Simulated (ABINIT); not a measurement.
# KSrH3 (Pm-3m): third-order response, part 2 of 2

Which lines does KSrH3 (Pm-3m) show in Raman and infrared spectra?

ABINIT 10.8.3; DFT LDA, scalar-relativistic, plane waves, PseudoDojo norm-conserving pseudopotentials.

So far. Step 5 (Relaxing the cell and atoms): The volume changes by -0.1 % in this run and stands -17.6 % from the first cell. The relaxed cell has a = 4.648 Å (conventional setting).

The structure was built from a prototype and need not be the compound's stable phase.

## 8. Zone-centre response

The derivative of the wavefunctions by k comes first, since the response to a field is built on it; then the field and the displacements that symmetry doesn't supply are solved at q = 0. By the 2n+1 theorem the first-order wavefunctions also give third derivatives: Raman tensors and the non-linear susceptibility.

It reads the wavefunctions written in step 6.

The input, dfpt_gamma.abi:

```
ndtset 3

# common to the responses
getwfk_filepath "gso_WFK"
kptopt 2
nqpt 1
qpt 0.0 0.0 0.0
asr 0
chneut 0

# d/dk
rfelfd1 2
rfdir1 1 1 1
iscf1 -3
tolwfr1 1.0d-20

# displacements, field
rfphon2 1
rfatpol2 1 5
rfdir2 1 1 1
rfelfd2 3
getddk2 1
tolvrs2 1.0d-10
prepanl2 1
prtden2 1

# third order
optdriver3 5
getden_filepath3 "gso_DEN"
get1den3 2
get1wf3 2
getddk3 1
d3e_pert1_elfd3 1
d3e_pert1_phon3 1
d3e_pert1_atpol3 1 5
d3e_pert1_dir3 1 1 1
d3e_pert2_elfd3 1
d3e_pert2_dir3 1 1 1
d3e_pert3_elfd3 1
d3e_pert3_dir3 1 1 1
usepead3 1
tolvrs3 1.0d-10

# basis, mesh and filling
ecut 32.0
ngkpt 4 4 4
nshiftk 1
shiftk 0.5 0.5 0.5
istwfk *1
occopt 1
nband 11
nstep 100
diemac 9.0
prtebands 0
prtgsr 0

# cell and atoms
acell 3*1.0 Angstrom
rprim 
    4.648147264 0.0 0.0
    0.0 4.648147264 0.0
    0.0 0.0 4.648147264
ntypat 3
znucl 19 38 1
natom 5
typat 1 2 3 3 3
xred 
    0.0 0.0 0.0
    0.5 0.5 0.5
    0.5 0.5 0.0
    0.5 0.0 0.5
    0.0 0.5 0.5
pp_dirpath "./pseudo"
pseudos "K.upf, Sr.upf, H.upf"
```

Run with:

```console
OMP_NUM_THREADS=1 mpirun -n 4 abinit dfpt_gamma.abi > dfpt_gamma.log
```

Numbers of over 12 decimals in the logs are rounded to 6 here.

dfpt_gamma.abo, the main output file:

```text
[banners, grids, parts of the stress and lines that vanish by symmetry left out]
- input  file    -> dfpt_gamma.abi
- output file    -> dfpt_gamma.abo
- root for input  files -> dfpt_gammai
[...]
DATASET    1 : space group Pm -3 m (#221); Bravais cP (primitive cubic)
[...]
nfft =      110592          nkpt =          32
[...]
DATASET    2 : space group Pm -3 m (#221); Bravais cP (primitive cubic)
[...]
nfft =      110592          nkpt =          32
[...]
DATASET    3 : space group Pm -3 m (#221); Bravais cP (primitive cubic)
[...]
mpw =        5874          nfft =      110592          nkpt =          32
[...]
== DATASET  1 ==================================================================
[...]
cutoff_energies: {ecut:  32.0, pawecutdg:  -1.0, }
[...]
-  1.00000   1.00000  180309                  znucl, zion, pspdat
[...]
Perturbation : derivative vs k along direction   1
[...]
-ETOT  1  -10.831373595425     -1.083E+01 2.663E-02 0.000E+00
 ETOT  2  -10.855287931777     -2.391E-02 1.993E-04 0.000E+00
 ETOT  3  -10.855502958764     -2.150E-04 6.528E-06 0.000E+00
 ETOT  4  -10.855506141957     -3.183E-06 7.703E-08 0.000E+00
 ETOT  5  -10.855506201615     -5.966E-08 3.567E-09 0.000E+00
[...]
At SCF step   12   max residual=  9.99E-21 < tolwfr=  1.00E-20 =>converged.
[...]
Perturbation : derivative vs k along direction   2
[...]
-ETOT  1  -10.831530009737     -1.083E+01 2.663E-02 0.000E+00
[...]
At SCF step   12   max residual=  9.99E-21 < tolwfr=  1.00E-20 =>converged.
[...]
Perturbation : derivative vs k along direction   3
[...]
-ETOT  1  -10.831373565590     -1.083E+01 2.663E-02 0.000E+00
[...]
At SCF step   12   max residual=  9.99E-21 < tolwfr=  1.00E-20 =>converged.
[...]
1        1       0.9217837533    0.0000000000
     1        2       0.0000000000    0.0000000000
     1        3       0.0000000000    0.0000000000
     2        1       0.0000000000    0.0000000000
     2        2       0.9217837533   -0.0000000000
     2        3       0.0000000000    0.0000000000
     3        1       0.0000000000    0.0000000000
     3        2       0.0000000000    0.0000000000
     3        3       0.9217837532   -0.0000000000
[...]
== DATASET  2 ==================================================================
[...]
cutoff_energies: {ecut:  32.0, pawecutdg:  -1.0, }
[...]
Perturbation : displacement of atom   1   along direction   1
[...]
-ETOT  1   3.572500     -2.541E+03 7.466E+00 2.338E+02
[...]
At SCF step   11       vres2   =  1.57E-11 < tolvrs=  1.00E-10 =>converged.
[...]
Perturbation : displacement of atom   2   along direction   1
[...]
-ETOT  1   6.414988     -1.942E+03 1.058E+01 3.169E+02
[...]
At SCF step   10       vres2   =  9.32E-11 < tolvrs=  1.00E-10 =>converged.
[...]
Perturbation : displacement of atom   3   along direction   1
[...]
-ETOT  1  0.568288     -7.645E+01 1.012E-01 2.757E+03
[...]
At SCF step   10       vres2   =  4.39E-11 < tolvrs=  1.00E-10 =>converged.
[...]
Perturbation : displacement of atom   3   along direction   3
[...]
-ETOT  1   4.903690     -7.723E+01 1.567E-01 2.396E+03
[...]
At SCF step   10       vres2   =  7.13E-11 < tolvrs=  1.00E-10 =>converged.
[...]
Perturbation : homogeneous electric field along direction   1
[...]
-ETOT  1  -59.918184416532     -5.992E+01 7.789E-01 1.302E+04
[...]
At SCF step   11       vres2   =  1.49E-11 < tolvrs=  1.00E-10 =>converged.
[...]
Perturbation : homogeneous electric field along direction   2
[...]
-ETOT  1  -59.912781769973     -5.991E+01 7.789E-01 1.302E+04
[...]
At SCF step   11       vres2   =  1.42E-11 < tolvrs=  1.00E-10 =>converged.
[...]
Perturbation : homogeneous electric field along direction   3
[...]
-ETOT  1  -59.918184092607     -5.992E+01 7.789E-01 1.302E+04
[...]
ETOT 10  -63.884153663812     -4.576E-12 5.234E-14 3.168E-10
 ETOT 11  -63.884153663812      6.253E-13 8.688E-16 1.491E-11
 At SCF step   11       vres2   =  1.49E-11 < tolvrs=  1.00E-10 =>converged.
[...]
Dielectric tensor, in cartesian coordinates,
[...]
1    7   1    7         3.3150721343        -0.0000000000
   1    7   2    7        -0.0000000000        -0.0000000000
   1    7   3    7        -0.0000000000        -0.0000000000
   2    7   1    7        -0.0000000000        -0.0000000000
   2    7   2    7         3.3150721343        -0.0000000000
   2    7   3    7        -0.0000000000        -0.0000000000
   3    7   1    7        -0.0000000000        -0.0000000000
   3    7   2    7        -0.0000000000        -0.0000000000
   3    7   3    7         3.3150721343        -0.0000000000
  Effective charges, in cartesian coordinates,
[...]
1    1   1    7         1.1866231713         0.0000000000
   2    1   1    7         0.0000000000         0.0000000000
   3    1   1    7         0.0000000000         0.0000000000
   1    2   1    7         1.7050107952         0.0000000000
   2    2   1    7         0.0000000000         0.0000000000
[...]
Effective charges, in cartesian coordinates,
[...]
2    7   1    5         0.0000000000         0.0000000000
   3    7   1    5         0.0000000000         0.0000000000
   1    7   2    5         0.0000000000         0.0000000000
   2    7   2    5        -0.9255760999         0.0000000000
   3    7   2    5         0.0000000000         0.0000000000
   1    7   3    5         0.0000000000         0.0000000000
   2    7   3    5         0.0000000000         0.0000000000
   3    7   3    5        -0.9255760999         0.0000000000
  Phonon wavevector (reduced coordinates) :  0.00000  0.00000  0.00000
 Phonon energies in Hartree :
[...]
Phonon frequencies in cm-1    :
- -2.378371E+02 -2.378371E+02 -2.378371E+02 -1.539588E+02 -1.539588E+02
- -1.539588E+02  4.805687E-01  4.805689E-01  4.805696E-01  1.826221E+02
-  1.826221E+02  1.826221E+02  1.218654E+03  1.218654E+03  1.218654E+03
  Phonon at Gamma, with non-analyticity in the
[...]
Phonon energies in Hartree :
[...]
Phonon frequencies in cm-1    :
- -2.378371E+02 -2.378371E+02 -2.378371E+02 -1.539588E+02 -1.539588E+02
-  4.805155E-01  4.805687E-01  4.805689E-01  9.084345E+01  1.826221E+02
-  1.826221E+02  4.970896E+02  1.218654E+03  1.218654E+03  1.288338E+03
  Phonon at Gamma, with non-analyticity in the
[...]
Phonon energies in Hartree :
[...]
Phonon frequencies in cm-1    :
- -2.378371E+02 -2.378371E+02 -2.378371E+02 -1.539588E+02 -1.539588E+02
-  4.805149E-01  4.805687E-01  4.805696E-01  9.084345E+01  1.826221E+02
-  1.826221E+02  4.970896E+02  1.218654E+03  1.218654E+03  1.288338E+03
  Phonon at Gamma, with non-analyticity in the
[...]
Phonon energies in Hartree :
[...]
Phonon frequencies in cm-1    :
- -2.378371E+02 -2.378371E+02 -2.378371E+02 -1.539588E+02 -1.539588E+02
-  4.805146E-01  4.805689E-01  4.805696E-01  9.084345E+01  1.826221E+02
-  1.826221E+02  4.970896E+02  1.218654E+03  1.218654E+03  1.288338E+03
[...]
== DATASET  3 ==================================================================
[...]
cutoff_energies: {ecut:  32.0, pawecutdg:  -1.0, }
[...]
1          1       -0.000000000       -0.000000000       -0.000000000
[...]
1          2       -0.000000000       -0.000000000       -0.000000000
[...]
1          3       -0.000000000       -0.000000000       -0.000000000
[...]
2          1       -0.000000000       -0.000000000       -0.000000000
[...]
2          2       -0.000000000       -0.000000000       -0.000000000
[...]
2          3       -0.000000000       -0.000000000       -0.000000000
[...]
3          1       -0.000000000       -0.000000000       -0.000000000
[...]
3          2       -0.000000000       -0.000000000       -0.000000000
[...]
3          3       -0.000000000       -0.000000000       -0.000000000
[...]
4          1       -0.000000000       -0.000000000       -0.000000000
[...]
4          2       -0.000000000       -0.000000000       -0.000000000
[...]
4          3       -0.000000000       -0.000000000       -0.000000000
[...]
5          1       -0.000000000       -0.000000000       -0.000000000
[...]
5          2       -0.000000000       -0.000000000       -0.000000000
[...]
5          3       -0.000000000       -0.000000000       -0.000000000
[...]
strten2     0.0000000000E+00  0.0000000000E+00  0.0000000000E+00
           strten3     0.0000000000E+00  0.0000000000E+00  0.0000000000E+00
================================================================================
```

It took 2.5 min on 4 MPI ranks of Arm Neoverse V2, shared host; 9.8 min of CPU time.

Read from the output:

| Property | Result |
| --- | --- |
| miss of the charge sum rule | 5.48e-4 e |
| largest acoustic frequency at the zone centre before the sum rule | 0.48 cm⁻¹ |
| highest optical zone-centre mode (no LO-TO term) | 1219 cm⁻¹ |
| lowest optical zone-centre mode | -237.8 cm⁻¹ |
| mean high-frequency dielectric constant | 3.315 |
| largest Born charge in size (third of the trace) | 1.705 e |

Born charge (rows field, columns displacement), before the sum rule (e), principal values of the symmetric part by kind of site:

| atom | atoms with these values | low | middle | high | mean |
| --- | --- | --- | --- | --- | --- |
| K1 | 1 | 1.19 | 1.19 | 1.19 | 1.19 |
| Sr2 | 1 | 1.71 | 1.71 | 1.71 | 1.71 |
| H3 | 3 | -1.04 | -0.93 | -0.93 | -0.96 |

In full for K1:

```
1.19 0.00 0.00
0.00 1.19 0.00
0.00 0.00 1.19
```

High-frequency dielectric tensor:

```
3.32 0.00 0.00
0.00 3.32 0.00
0.00 0.00 3.32
```

The acoustic modes at Γ come out as far as 0.5 cm⁻¹ from zero, where they should vanish, a small numerical error; the Born charges miss their sum rule by 5.5e-4 e, which is good. The lowest optical mode is imaginary, 238i cm⁻¹, an instability at this level and on this k mesh.

## 9. Modes with the sum rule

anaddb reads the merged derivatives, imposes the acoustic sum rule and charge neutrality, and adds the LO-TO term along chosen directions.

The input, anaddb.abi:

```
ddb_filepath "gamma_DDB"
output_file "anaddb.abo"
outdata_prefix "anaddb"
asr 1
chneut 1
enunit 2
eivec 1
nph1l 1
qph1l 0.0 0.0 0.0 1.0
dieflag 2
nph2l 3
qph2l 
    1.0 0.0 0.0 0.0
    0.0 0.0 1.0 0.0
    1.0 1.0 1.0 0.0
nlflag 1
ramansr 1
alphon 1
prtmbm 1
```

The input, mrgddb.in:

```
gamma_DDB
merged
3
dfpt_gammao_DS2_DDB
dfpt_gammao_DS3_DDB
gso_DDB
```

Run with:

```console
mrgddb < mrgddb.in > mrgddb.log
OMP_NUM_THREADS=1 anaddb anaddb.abi > anaddb.log
```

anaddb.abo, the main output file:

```text
[banners, grids, parts of the stress and lines that vanish by symmetry left out]
-outvars_anaddb: echo values of input variables ----------------------

 Flags :
[...]
Dielectric Tensor and Effective Charges
[...]
Effective charge tensors after
[...]
1          1       -0.000000000       -0.000000000       -0.000000000
[...]
1          2       -0.000000000       -0.000000000       -0.000000000
[...]
1          3       -0.000000000       -0.000000000       -0.000000000
[...]
2          1       -0.000000000       -0.000000000       -0.000000000
[...]
2          2       -0.000000000       -0.000000000       -0.000000000
[...]
2          3       -0.000000000       -0.000000000       -0.000000000
[...]
3          1       -0.000000000       -0.000000000       -0.000000000
[...]
3          2       -0.000000000       -0.000000000       -0.000000000
[...]
3          3       -0.000000000       -0.000000000       -0.000000000
[...]
4          1       -0.000000000       -0.000000000       -0.000000000
[...]
4          2       -0.000000000       -0.000000000       -0.000000000
[...]
4          3       -0.000000000       -0.000000000       -0.000000000
[...]
5          1       -0.000000000       -0.000000000       -0.000000000
[...]
5          2       -0.000000000       -0.000000000       -0.000000000
[...]
5          3       -0.000000000       -0.000000000       -0.000000000
[...]
Phonon wavevector (reduced coordinates) :  0.00000  0.00000  0.00000
 Phonon energies in Hartree :
[...]
Phonon energies in meV     :
- -2.948801E+01 -2.948801E+01 -2.948801E+01 -1.908854E+01 -1.908854E+01
- -1.908854E+01  0.000000E+00  0.000000E+00  0.000000E+00  2.264220E+01
-  2.264220E+01  2.264220E+01  1.510939E+02  1.510939E+02  1.510939E+02
 Phonon frequencies in cm-1    :
- -2.378369E+02 -2.378369E+02 -2.378369E+02 -1.539594E+02 -1.539594E+02
- -1.539594E+02  0.000000E+00  0.000000E+00  0.000000E+00  1.826216E+02
-  1.826216E+02  1.826216E+02  1.218654E+03  1.218654E+03  1.218654E+03
 Phonon frequencies in Thz     :
- -7.130170E+00 -7.130170E+00 -7.130170E+00 -4.615588E+00 -4.615588E+00
- -4.615588E+00  0.000000E+00  0.000000E+00  0.000000E+00  5.474859E+00
-  5.474859E+00  5.474859E+00  3.653434E+01  3.653434E+01  3.653434E+01
 Phonon energies in Kelvin  :
- -3.421942E+02 -3.421942E+02 -3.421942E+02 -2.215133E+02 -2.215133E+02
- -2.215133E+02  0.000000E+00  0.000000E+00  0.000000E+00  2.627518E+02
-  2.627518E+02  2.627518E+02  1.753372E+03  1.753372E+03  1.753372E+03
[...]
-  1  0.00000000E+00  0.00000000E+00  0.00000000E+00
-     0.00000000E+00  0.00000000E+00  0.00000000E+00
-  2  0.00000000E+00  0.00000000E+00  0.00000000E+00
-     0.00000000E+00  0.00000000E+00  0.00000000E+00
-  3  0.00000000E+00 -4.28407509E-06  0.00000000E+00
-     0.00000000E+00  0.00000000E+00  0.00000000E+00
-  4  0.00000000E+00  0.00000000E+00 -1.64963399E-02
-     0.00000000E+00  0.00000000E+00  0.00000000E+00
-  5  0.00000000E+00  4.28407509E-06  1.64963399E-02
-     0.00000000E+00  0.00000000E+00  0.00000000E+00
[...]
-  1  0.00000000E+00  0.00000000E+00  0.00000000E+00
-     0.00000000E+00  0.00000000E+00  0.00000000E+00
-  2  0.00000000E+00  0.00000000E+00  0.00000000E+00
-     0.00000000E+00  0.00000000E+00  0.00000000E+00
-  3  1.86229552E-06 -1.64963398E-02  0.00000000E+00
-     0.00000000E+00  0.00000000E+00  0.00000000E+00
-  4 -1.86229552E-06  0.00000000E+00  4.28407520E-06
-     0.00000000E+00  0.00000000E+00  0.00000000E+00
-  5  0.00000000E+00  1.64963398E-02 -4.28407520E-06
-     0.00000000E+00  0.00000000E+00  0.00000000E+00
[...]
-  1  0.00000000E+00  0.00000000E+00  0.00000000E+00
-     0.00000000E+00  0.00000000E+00  0.00000000E+00
-  2  0.00000000E+00  0.00000000E+00  0.00000000E+00
-     0.00000000E+00  0.00000000E+00  0.00000000E+00
-  3  1.64963403E-02  1.86229578E-06  0.00000000E+00
-     0.00000000E+00  0.00000000E+00  0.00000000E+00
-  4 -1.64963403E-02  0.00000000E+00  0.00000000E+00
-     0.00000000E+00  0.00000000E+00  0.00000000E+00
[...]
-  4  7.14320270E-04 -1.24966296E-06  0.00000000E+00
[...]
-  5 -2.31985033E-02  0.00000000E+00  0.00000000E+00
[...]
-         0.000000000       0.000000000       0.000000000
-         0.000000000       0.000000000       0.000000000
-         0.000000000       0.000000000       0.000000000
[...]
-         0.000000000       0.000000000       0.000000000
-         0.000000000       0.000000000       0.000000000
-         0.000000000       0.000000000       0.000000000
[...]
Phonon at Gamma, with non-analyticity in the
[...]
Phonon energies in Hartree :
[...]
Phonon energies in meV     :
- -2.948801E+01 -2.948801E+01 -2.948801E+01 -1.908854E+01 -1.908854E+01
-  0.000000E+00  0.000000E+00  0.000000E+00  1.126277E+01  2.264220E+01
-  2.264220E+01  6.162517E+01  1.510939E+02  1.510939E+02  1.597315E+02
 Phonon frequencies in cm-1    :
- -2.378369E+02 -2.378369E+02 -2.378369E+02 -1.539594E+02 -1.539594E+02
[...]
Phonon frequencies in Thz     :
[...]
Phonon energies in Kelvin  :
[...]
-  1  0.00000000E+00  0.00000000E+00  0.00000000E+00
[...]
-  2  0.00000000E+00  0.00000000E+00  0.00000000E+00
[...]
-  3  0.00000000E+00  6.77339616E-06  0.00000000E+00
[...]
-  4  0.00000000E+00  0.00000000E+00  1.64963391E-02
[...]
Phonon at Gamma, with non-analyticity in the
[...]
Phonon energies in Hartree :
[...]
Phonon energies in meV     :
[...]
Phonon frequencies in cm-1    :
[...]
Phonon frequencies in Thz     :
[...]
Phonon energies in Kelvin  :
[...]
Phonon at Gamma, with non-analyticity in the
[...]
Phonon energies in Hartree :
[...]
Phonon energies in meV     :
[...]
Phonon frequencies in cm-1    :
[...]
Phonon frequencies in Thz     :
[...]
Phonon energies in Kelvin  :
[...]
-  0.000000E+00  0.000000E+00  0.000000E+00  1.306991E+02  2.627518E+02
-  2.627518E+02  7.151303E+02  1.753372E+03  1.753372E+03  1.853607E+03
[...]
-  4  5.67932239E-04  1.29557499E-02 -1.69003282E-04
[...]
-  5 -1.84443568E-02 -3.98928957E-04 -1.69003282E-04
[...]
-         0.000000000       0.000000000       0.000000000
-         0.000000000       0.000000000       0.000000000
[...]
Spherical averages : G0=     0.000000000    G1=     0.000000000    G2=     0.000000000

-
```

Run time: 1.3 s. Hardware: 1 thread.

This step gave:

| Item | Value |
| --- | --- |
| highest mode moved by the LO-TO term | 1288 cm⁻¹ |

No LO-TO term; unit eigenvectors of the mass-weighted matrix, from anaddb's displacements. Modes at Γ, with each element's share of the kinetic energy (negative means imaginary):

| mode | frequency (cm⁻¹) | symmetry | K % | Sr % | H % |
| --- | --- | --- | --- | --- | --- |
| 1 | -237.8 | T2u | 0 | 0 | 100 |
| 2 | -237.8 | T2u | 0 | 0 | 100 |
| 3 | -237.8 | T2u | 0 | 0 | 100 |
| 4 | -154.0 | T1u | 38 | 9 | 53 |
| 5 | -154.0 | T1u | 38 | 9 | 53 |
| 6 | -154.0 | T1u | 38 | 9 | 53 |
| 7 | 0.0 | acoustic | 30 | 68 | 2 |
| 8 | 0.0 | acoustic | 30 | 68 | 2 |
| 9 | 0.0 | acoustic | 30 | 68 | 2 |
| 10 | 182.6 | T1u | 32 | 23 | 45 |
| 11 | 182.6 | T1u | 32 | 23 | 45 |
| 12 | 182.6 | T1u | 32 | 23 | 45 |
| 13 | 1218.7 | T1u | 0 | 1 | 99 |
| 14 | 1218.7 | T1u | 0 | 1 | 99 |
| 15 | 1218.7 | T1u | 0 | 1 | 99 |

Displacements in mode 1 (-237.8 cm⁻¹), the largest set to 1:
```
K1   0.00  0.00  0.00
Sr2  0.00  0.00  0.00
H3   0.00  0.00  0.00
H4   0.00  0.00 -1.00
H5   0.00  0.00  1.00
```

Displacements in mode 4 (-154.0 cm⁻¹), the largest set to 1:
```
K1   0.00  0.00  0.19
Sr2  0.00  0.00 -0.06
H3   0.00  0.00 -0.11
H4   0.00  0.00 -1.00
H5   0.00  0.00 -1.00
```

With imaginary modes the relaxed-ion tensors have no meaning and are not tabulated.

The rule moves no optical mode by more than 0.1 cm⁻¹.

## 10. Outcome

- space group after relaxation: Pm-3m
- volume per atom: 20.1 Å³
- highest optical zone-centre mode (no LO-TO term): 1219 cm⁻¹
- lowest optical zone-centre mode: -237.8 cm⁻¹
- highest mode moved by the LO-TO term: 1288 cm⁻¹
- mean high-frequency dielectric constant: 3.32
- largest Born charge in size (third of the trace): 1.71 e
- imaginary optical modes at the zone centre (no q mesh in this session): yes

What this shows: No mode is Raman active in this structure. At the LDA level the optical modes of KSrH3 (Pm-3m) at the zone centre (no LO-TO term) run from 238i to 1219 cm⁻¹, so the structure is a saddle point, with 6 modes beyond 10i cm⁻¹ there. Along the directions run, the highest mode that the macroscopic field moves lies at 1288 cm⁻¹. These are harmonic frequencies at zero temperature: anharmonic shifts and linewidths and thermal expansion are left out. The structure is a hypothetical one, built on a prototype.

[Host names and launcher messages were left out of these logs when they were recorded.]

[Logs are printed without paths, hosts, clocks, repeated set-up lines and the standing remarks that a program may print on its own settings, such as how far it seeks lower states.]

[Hosts, paths, dates, database ids (printed as entryN), source tags and the programs' standing remarks are cut or masked in the printed files.]
